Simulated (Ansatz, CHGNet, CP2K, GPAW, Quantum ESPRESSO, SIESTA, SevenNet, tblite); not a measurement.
# Rh(111)/Al(100) interface (85 atoms) in Quantum ESPRESSO

Aim: run Rh(111)/Al(100) interface (85 atoms) in Quantum ESPRESSO and see how near its forces come to a plane-wave reference, and at what cost.

Method: the method is named at each step, in Quantum ESPRESSO 7.5.

**1. Set-up**

The cell holds 85 atoms: 40 Rh and 45 Al. Cell: a = 14.274 Å, b = 9.186 Å, c = 11.727 Å, α = 90.0°, β = 90.0°, γ = 108.8°. Fcc Rh(111), 2 repeat layers, 20 surface cells, strained +0.31 and -1.39 %; fcc Al(100), 3 layers, 15 cells, -0.31 and +1.43 %; outer planes 2.75 Å apart and 2.74 Å at the second interface of the periodic stack; not relaxed, displaced by a Gaussian of 0.02 Å. Then every atom was moved at random, 0.03 Å r.m.s. a Cartesian component. Regions: Rh, 40 atoms (40 Rh); Al, 45 atoms (45 Al). The structure's axis is c.

The yardstick, on the same geometry:

```
method                 : Kohn-Sham DFT, PBE, PAW, plane waves (Ansatz 0.2.0); cutoff 420 eV, Γ point, fermi-dirac smearing of 0.05 eV; PAW set soft_2
r.m.s. force component : 0.5992 eV/Å
longest force          : 1.788 eV/Å
pressure               : -4.772 GPa
SCF cycles             : 10
time                   : 13 s on 8 threads of Arm Neoverse V2, shared host
CPU time               : 94 s
```

**2. PBE, sssp-1.3.0-efficiency, 45/360 Ry**

Method: Kohn-Sham DFT, PBE, SSSP efficiency 1.3.0 pseudopotentials, plane waves.

Contents of pw.in:

```
&control
  calculation = 'scf'
  pseudo_dir = './pseudo'
  outdir = './tmp'
  disk_io = 'none'
  tprnfor = .true.
  tstress = .true.
/
&system
  ibrav = 0
  nat = 85
  ntyp = 2
  ecutwfc = 45
  ecutrho = 360
  nosym = .true.
  occupations = 'smearing'
  smearing = 'fd'
  degauss = 0.003675
/
&electrons
  conv_thr = 4.3e-07
  electron_maxstep = 100
  mixing_beta = 0.2
  mixing_mode = 'local-TF'
  diagonalization = 'david'
/
ATOMIC_SPECIES
Rh 102.906 Rh.upf
Al 26.982 Al.upf
CELL_PARAMETERS angstrom
14.27420 0.00000 0.00000
-2.95580 8.69714 0.00000
0.00000 0.00000 11.72688
ATOMIC_POSITIONS crystal
Rh 0.80262 0.90222 0.00192
Rh 0.79877 0.56318 0.18626
Rh 0.90006 0.69779 0.00311
Rh 0.90332 0.37445 0.19100
Rh 0.60231 0.79914 0.00187
Rh 0.60135 0.46784 0.18715
Rh 0.69818 0.60286 0.00120
Rh 0.69719 0.26383 0.18877
Rh 0.79905 0.40444 0.00130
Rh 0.80282 0.06638 0.18511
Rh 0.89966 0.19946 0.00122
Rh 0.89838 0.86735 0.19001
Rh 0.30136 0.89527 0.99688
Rh 0.29910 0.56649 0.18759
Rh 0.39731 0.69776 0.99890
Rh 0.39867 0.36150 0.18427
Rh 0.49693 0.49831 0.99811
Rh 0.50062 0.16426 0.18678
Rh 0.59953 0.29112 0.00213
Rh 0.60398 0.96721 0.18618
Rh 0.70116 0.09575 0.00719
Rh 0.70633 0.77100 0.18608
Rh 0.10063 0.80060 0.00044
Rh 0.09991 0.46463 0.18822
Rh 0.20360 0.60280 0.99860
Rh 0.19420 0.27423 0.18857
Rh 0.29470 0.39384 0.99968
Rh 0.29649 0.06649 0.19203
Rh 0.39803 0.19193 0.00080
Rh 0.39927 0.87055 0.18782
Rh 0.49969 0.99482 0.99725
Rh 0.50219 0.65740 0.18572
Rh 0.00636 0.50349 0.00146
Rh 0.00149 0.16425 0.18569
Rh 0.10091 0.30504 0.99973
Rh 0.09493 0.96457 0.18630
Rh 0.19782 0.10104 0.00066
Rh 0.19984 0.76265 0.18204
Rh 0.00143 0.99975 0.00334
Rh 0.00191 0.67133 0.18327
Al 0.19240 0.52967 0.42312
Al 0.05829 0.36840 0.59423
Al 0.19412 0.53734 0.76211
Al 0.12951 0.20751 0.42921
Al 0.99156 0.03511 0.59574
Al 0.11986 0.19545 0.76597
Al 0.06041 0.86519 0.41877
Al 0.92811 0.70471 0.59812
Al 0.06069 0.87404 0.76687
Al 0.99047 0.53330 0.42112
Al 0.85720 0.36340 0.59706
Al 0.99672 0.53116 0.76171
Al 0.92459 0.20176 0.42462
Al 0.79304 0.03775 0.59295
Al 0.92919 0.20531 0.77014
Al 0.86089 0.86314 0.42330
[... 25 atom lines left out ...]
Al 0.32326 0.19826 0.76997
Al 0.26262 0.86878 0.42467
Al 0.12504 0.70199 0.59696
Al 0.26317 0.87230 0.77093
K_POINTS gamma
```

Run with:

```bash
OMP_NUM_THREADS=1 mpirun -np 4 pw.x -in pw.in > output.txt
```

Output:

```text
Program PWSCF
     gamma-point specific algorithms are used
     one sub-group per band group will be used
     scalapack distributed-memory algorithm (size of sub-group:  2*  2 procs)
     Parallelization info
     sticks:   dense  smooth     PW     G-vecs:    dense   smooth      PW
     Min        3175    1586    394               283307   100161   12518
     Max        3180    1587    396               283310   100166   12525
     Sum       12711    6345   1581              1133235   400655   50091
     bravais-lattice index     =            0
     lattice parameter (alat)  =      26.9743  a.u.
     unit-cell volume          =    9824.4291 (a.u.)^3
     number of atoms/cell      =           85
     number of atomic types    =            2
     number of electrons       =       815.00
     number of Kohn-Sham states=          490
     kinetic-energy cutoff     =      45.0000  Ry
     charge density cutoff     =     360.0000  Ry
     scf convergence threshold =      4.3E-07
     mixing beta               =       0.2000
     number of iterations used =            8  local-TF  mixing
     Exchange-correlation= SLA  PW   PBX  PBC
                           (   1   4   3   4   0   0   0)
     crystal axes: (cart. coord. in units of alat)
               a(1) = (   1.000000   0.000000   0.000000 )
               a(2) = (  -0.207073   0.609291   0.000000 )
               a(3) = (   0.000000   0.000000   0.821544 )
     reciprocal axes: (cart. coord. in units 2 pi/alat)
               b(1) = (  1.000000  0.339859 -0.000000 )
               b(2) = (  0.000000  1.641252  0.000000 )
               b(3) = (  0.000000 -0.000000  1.217221 )
     PseudoPot. # 1 for Rh:
     Pseudo is Norm-conserving, Zval = 17.0
     PseudoPot. # 2 for Al:
     Pseudo is Projector augmented-wave + core cor, Zval =  3.0
     atomic species   valence    mass     pseudopotential
     Rh               17.00   102.90600     Rh( 1.00)
     Al                3.00    26.98200     Al( 1.00)
     No symmetry found
   Cartesian axes
     number of k points=     1  Fermi-Dirac smearing, width (Ry)=  0.0037
                       cart. coord. in units 2pi/alat
        k(    1) = (   0.0000000   0.0000000   0.0000000), wk =   2.0000000
     Dense  grid:   566618 G-vectors     FFT dimensions: ( 180, 108, 135)
     Smooth grid:   200328 G-vectors     FFT dimensions: ( 120,  75,  96)
     Initial potential from superposition of free atoms
     starting charge     814.8795, renormalised to     815.0000
     Starting wfcs are  580 randomized atomic wfcs
     Self-consistent Calculation
     iteration #  1     ecut=    45.00 Ry     beta= 0.20
     total energy              =  -10454.59796013 Ry
     estimated scf accuracy    <      87.27349722 Ry
     iteration #  2     ecut=    45.00 Ry     beta= 0.20
     total energy              =  -10452.45485468 Ry
     estimated scf accuracy    <      38.09609880 Ry
     iteration #  3     ecut=    45.00 Ry     beta= 0.20
     total energy              =  -10453.74284427 Ry
     estimated scf accuracy    <       1.47532544 Ry
     iteration #  4     ecut=    45.00 Ry     beta= 0.20
     total energy              =  -10453.61769992 Ry
     estimated scf accuracy    <       0.58798320 Ry
     iteration #  5     ecut=    45.00 Ry     beta= 0.20
     total energy              =  -10453.62118667 Ry
     estimated scf accuracy    <       0.58648077 Ry
     iteration #  6     ecut=    45.00 Ry     beta= 0.20
     total energy              =  -10453.64416836 Ry
     estimated scf accuracy    <       0.01924414 Ry
     iteration #  7     ecut=    45.00 Ry     beta= 0.20
     total energy              =  -10453.64614013 Ry
     estimated scf accuracy    <       0.00646652 Ry
     iteration #  8     ecut=    45.00 Ry     beta= 0.20
     total energy              =  -10453.64564647 Ry
     estimated scf accuracy    <       0.00247106 Ry
     iteration #  9     ecut=    45.00 Ry     beta= 0.20
     total energy              =  -10453.64575227 Ry
     estimated scf accuracy    <       0.00044112 Ry
     iteration # 10     ecut=    45.00 Ry     beta= 0.20
     total energy              =  -10453.64576786 Ry
     estimated scf accuracy    <       0.00003367 Ry
     iteration # 11     ecut=    45.00 Ry     beta= 0.20
     total energy              =  -10453.64576605 Ry
     estimated scf accuracy    <       0.00003506 Ry
     iteration # 12     ecut=    45.00 Ry     beta= 0.20
     total energy              =  -10453.64576801 Ry
     estimated scf accuracy    <       0.00000202 Ry
     iteration # 13     ecut=    45.00 Ry     beta= 0.20
     total energy              =  -10453.64576821 Ry
     estimated scf accuracy    <       0.00000049 Ry
     iteration # 14     ecut=    45.00 Ry     beta= 0.20
     End of self-consistent calculation
          k = 0.0000 0.0000 0.0000 ( 25046 PWs)   bands (ev):
   -66.4741 -66.4575 -66.4283 -66.4244 -66.4175 -66.4034 -66.3964 -66.3867
   -66.3836 -66.3806 -66.3771 -66.3752 -66.3668 -66.3627 -66.3590 -66.3543
   -66.3480 -66.3449 -66.3411 -66.3363 -66.3340 -66.3303 -66.3276 -66.3265
   -66.3205 -66.3169 -66.3144 -66.2992 -66.2960 -66.2924 -66.2911 -66.2903
   -66.2862 -66.2799 -66.2754 -66.2700 -66.2611 -66.2404 -66.2229 -66.2010
   -34.6803 -34.6408 -34.6263 -34.6241 -34.6194 -34.5920 -34.5815 -34.5749
   -34.5559 -34.5391 -34.5333 -34.5139 -34.5103 -34.5047 -34.4921 -34.4850
   -34.4718 -34.4683 -34.4541 -34.4462 -34.4324 -34.4262 -34.4200 -34.4139
   -34.4076 -34.4022 -34.3934 -34.3892 -34.3803 -34.3706 -34.3641 -34.3568
   -34.3436 -34.3366 -34.3355 -34.3289 -34.3200 -34.3122 -34.3070 -34.3019
   -34.2920 -34.2799 -34.2727 -34.2508 -34.2458 -34.2351 -34.2310 -34.2233
   -34.2153 -34.2105 -34.2063 -34.1924 -34.1842 -34.1812 -34.1761 -34.1708
[...]
13.5232  13.5323  13.5505  13.6345  13.6408  13.6760  13.6812  13.7478
    13.7621  13.8563  13.8666  14.0028  14.0588  14.0705  14.1223  14.3155
    14.4818  14.5059  14.5196  14.6404  14.7635  14.7937  14.8108  14.8341
    15.0576  15.1165  15.2319  15.2607  15.2724  15.2942  15.3791  15.4061
    15.4501  15.4741  15.5628  15.5965  15.6896  15.7150  15.7442  15.7704
    15.7786  15.9015
     the Fermi energy is    12.2144 ev
!    total energy              =  -10453.64576814 Ry
     estimated scf accuracy    <       0.00000027 Ry
     smearing contrib. (-TS)   =      -0.07989476 Ry
     internal energy E=F+TS    =  -10453.56587339 Ry
     The total energy is F=E-TS. E is the sum of the following terms:
     one-electron contribution =  -17185.59127629 Ry
     hartree contribution      =    8887.02512467 Ry
     xc contribution           =    -991.52500134 Ry
     ewald contribution        =     396.83608693 Ry
     one-center paw contrib.   =   -1560.31080736 Ry
     convergence has been achieved in  14 iterations
     Forces acting on atoms (cartesian axes, Ry/au):
     atom    1 type  1   force =    -0.00512499   -0.00619406   -0.04840677
     atom    2 type  1   force =    -0.00361335    0.01326916    0.04146037
     atom    3 type  1   force =    -0.00263128    0.00585451   -0.04230310
     atom    4 type  1   force =    -0.00805508   -0.02142200    0.03267994
     atom    5 type  1   force =    -0.01169941   -0.00073027   -0.03752716
     atom    6 type  1   force =    -0.00094784   -0.01486683    0.03341821
     atom    7 type  1   force =     0.01730288   -0.02031570   -0.04657126
     atom    8 type  1   force =     0.02386547    0.01038188    0.04097216
     atom    9 type  1   force =     0.00845209   -0.02216917   -0.03830359
     atom   10 type  1   force =    -0.00663153    0.01404878    0.04550623
     atom   11 type  1   force =     0.00106394    0.01437329   -0.03924961
     atom   12 type  1   force =     0.02079257   -0.00231538    0.04038654
[...]
atom   81 type  2   force =     0.00344214    0.00157717   -0.00107493
     atom   82 type  2   force =    -0.00052073    0.00508819    0.03994489
     atom   83 type  2   force =    -0.00761794    0.00030260   -0.04561125
     atom   84 type  2   force =     0.00361210    0.00274840   -0.00546793
     atom   85 type  2   force =    -0.00570445   -0.00991678    0.03079981
     Total force =     0.375361     Total SCF correction =     0.001018
     Computing stress (Cartesian axis) and pressure
          total   stress  (Ry/bohr**3)                   (kbar)     P=      -47.91
  -0.00028836  -0.00015440   0.00003422          -42.42      -22.71        5.03
  -0.00015440   0.00033476  -0.00009283          -22.71       49.24      -13.66
   0.00003422  -0.00009283  -0.00102349            5.03      -13.66     -150.56
     Message from routine punch:
     Nothing written, as per user request (disk_io='none')
```

Elapsed: 4 min, on 4 MPI ranks of Arm Neoverse V2, shared host; peak memory 4 GiB; 16 min of CPU time.

Banners, paths, timers and routine set-up lines are dropped from the logs unmarked, and long logs keep their key lines alone; longer cuts are marked.

Compared with the plane-wave run:

```yaml
r_m_s_force_component: 0.6044 eV/Å
r_m_s_difference_of_force_components: 8.576 meV/Å
longest_difference_of_force_vectors: 26.99 meV/Å
force_difference_over_r_m_s_force: 1.431 %
slope_of_forces_against_the_reference_s: 1.008
correlation_of_force_components: 0.9999
pressure: -4.791 GPa
pressure_difference: -0.0192 GPa
```

Length of the force difference by element (eV/Å):

| element | atoms | mean | most |
| --- | --- | --- | --- |
| Al | 45 | 0.0021 | 0.0047 |
| Rh | 40 | 0.021 | 0.027 |

Local excerpt of 10 atoms (numbers count through the whole input) about Rh26, which bears the longest force; x, y, z are measured from there.

| atom | x | y | z | distance (Å) | Fx | Fy | Fz (eV/Å) |
| --- | --- | --- | --- | --- | --- | --- | --- |
| Rh26 | 0.00 | 0.00 | 0.00 | 0.00 | 1.06 | -1.03 | 1.03 |
| Rh24 | -1.91 | 1.66 | 0.00 | 2.53 | -0.22 | 0.57 | 1.07 |
| Rh34 | -2.43 | -0.96 | -0.03 | 2.61 | -0.39 | 0.44 | 1.09 |
| Rh14 | 0.63 | 2.54 | -0.01 | 2.62 | 0.44 | -0.01 | 1.01 |
| Rh35 | -1.42 | 0.27 | -2.21 | 2.65 | -0.23 | -0.51 | -1.15 |
| Rh27 | 1.08 | 1.04 | -2.22 | 2.68 | 0.73 | 0.43 | -0.83 |
| Rh37 | 0.56 | -1.51 | -2.20 | 2.73 | 0.17 | -0.08 | -0.68 |
| Rh36 | -0.50 | -2.69 | -0.03 | 2.74 | 0.79 | 0.10 | 1.07 |
| Rh28 | 2.07 | -1.81 | 0.04 | 2.75 | 0.19 | -0.02 | 0.87 |
| Rh16 | 2.66 | 0.76 | -0.05 | 2.77 | -0.22 | 0.24 | 0.64 |

Forces lie 1.4 % from the reference's, at 10 times its CPU time (on 4 against 8 cores).

The difference per atom is largest on Rh (0.021 eV/Å on average, against 0.0021 on Al).

**3. Summary of results**

| Quantity | Value |
| --- | --- |
| force difference from the reference | QE PBE, sssp-1.3.0-efficiency, 45/360 Ry, 1.4 % |
| its CPU time | 16 min |

**Reading.** PBE on plane waves or a grid with other potentials, cutoffs or grids differs from the reference by 1.4 % (QE PBE, sssp-1.3.0-efficiency, 45/360 Ry) of the r.m.s. force; this holds the reference's own error, so differences of a few per cent don't tell which side is nearer the exact PBE result (QE's 45 Ry are 612 eV, against the reference's 420 eV). The electron count is odd in Ansatz plane waves (reference) and QE PBE, sssp-1.3.0-efficiency, 45/360 Ry, and they have no spin polarisation, so the unpaired electron is spread evenly over both spins. The reference's stress is far from hydrostatic: its diagonal is -4.2, 4.9, -15.0 GPa, compression counted positive. The host structure and its lattice constant were typed by rule, without a check against the phase diagram. The reference's pressure of -4.8 GPa belongs to a cell and atoms that aren't relaxed at this level. The electron count is odd and the run has no spin polarisation, so levels at the top are partly filled by construction. The electronic-structure runs sample only Γ, in a cell whose shortest periodic width is 9 Å, which is coarse for a cell with partly filled levels.

[Also dropped from logs without a mark: logging warnings of Python, and SIESTA's first energy breakdown and zero terms.]

[Logs are printed without paths, hosts, clocks, repeated set-up lines and the standing remarks that a program may print on its own settings, such as how far it seeks lower states.]

[Hosts, paths, dates, database ids (printed as entryN), source tags and the programs' standing remarks are cut or masked in the printed files.]
